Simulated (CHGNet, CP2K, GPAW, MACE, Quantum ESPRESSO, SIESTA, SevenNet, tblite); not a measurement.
# Which run comes nearest? Σ7 (111) twist boundary in a MgS-YS solid solution (84 atoms)

The cell holds 84 atoms: 38 Mg, 42 S and 4 Y. Its edges and angles: a = 9.782 Å, b = 9.782 Å, c = 19.373 Å, α = 90.0°, β = 90.0°, γ = 120.0°. Rock-salt MgS lattice (a = 5.2289 Å, the value set for the mixture); two grains turned against each other by 38.21 deg about [111]; 1 x 1 coincidence cells, 1 lattice periods a grain, two boundaries a cell, upper grain shifted by [0, 0] of the boundary cell and opened by 0.63 Å, no atom removed; 4 of 42 Mg sites given to Y at random (lattice constant by Vegard's rule between MgS and YS); not relaxed, displaced by a Gaussian of 0.02 Å. Then every atom was moved at random, 0.05 Å r.m.s. a Cartesian component. Regions: lower grain, 42 atoms (20 Mg, 21 S and 1 Y); upper grain, 42 atoms (18 Mg, 21 S and 3 Y).

Geometry: as built.

The reference, a calculation:

```
method                 : Kohn-Sham DFT, PBE, SSSP efficiency 1.3.0 pseudopotentials, plane waves (Quantum ESPRESSO 7.5); sssp-pbe-1.3.0-efficiency, cutoffs 45/360 Ry, Γ point
r.m.s. force component : 0.7976 eV/Å
longest force          : 6.324 eV/Å
pressure               : 2.814 GPa
time                   : 6.8 min on 4 MPI ranks of AMD EPYC 7571, shared host
CPU time               : 27 min
```

Runs, in no order:
A. SevenNet l3i5 potential: machine-learned interatomic potential SevenNet l3i5, trained on PBE(+U) plane-wave data
B. QE PBE, gbrv-1.5, 40/200 Ry: Kohn-Sham DFT, PBE, GBRV 1.5 ultrasoft pseudopotentials, plane waves
C. MACE MP-0b2 small potential: machine-learned interatomic potential MACE MP-0b2 small, trained on PBE(+U) plane-wave data
D. CHGNet r2SCAN potential: machine-learned interatomic potential CHGNet r2SCAN, trained on r2SCAN plane-wave data
E. SIESTA PBE, TZP, shift 0.01 Ry, mesh 500 Ry: Kohn-Sham DFT, PBE, PseudoDojo 0.4.1 norm-conserving pseudopotentials (converted to PSML), numerical atomic orbitals (TZP), diagonalisation

**Question.** Rank the runs by how far their forces lie from the reference's, least first.

B, E, A, C, D.

| run | Δ force, r.m.s. (meV/Å) | share of r.m.s. force (%) | CPU time |
| --- | --- | --- | --- |
| B. QE PBE, gbrv-1.5, 40/200 Ry | 6.36 | 0.797 | 34 min |
| E. SIESTA PBE, TZP, shift 0.01 Ry, mesh 500 Ry | 84.7 | 10.6 | 21 min |
| A. SevenNet l3i5 potential | 124 | 15.5 | 20 s |
| C. MACE MP-0b2 small potential | 175 | 22.0 | 13 s |
| D. CHGNet r2SCAN potential | 297 | 37.3 | 7.3 s |

Machine-learned potentials mimic data converged in k, so the reference's own k-point error enters their differences. The electronic-structure runs sample only Γ, in a cell whose shortest periodic width is 8 Å, which is coarse for a cell with partly filled levels.

[Logs are printed without paths, hosts, clocks, repeated set-up lines and the standing remarks that a program may print on its own settings, such as how far it seeks lower states.]

[Hosts, paths, dates, database ids (printed as entryN), source tags and the programs' standing remarks are cut or masked in the printed files.]
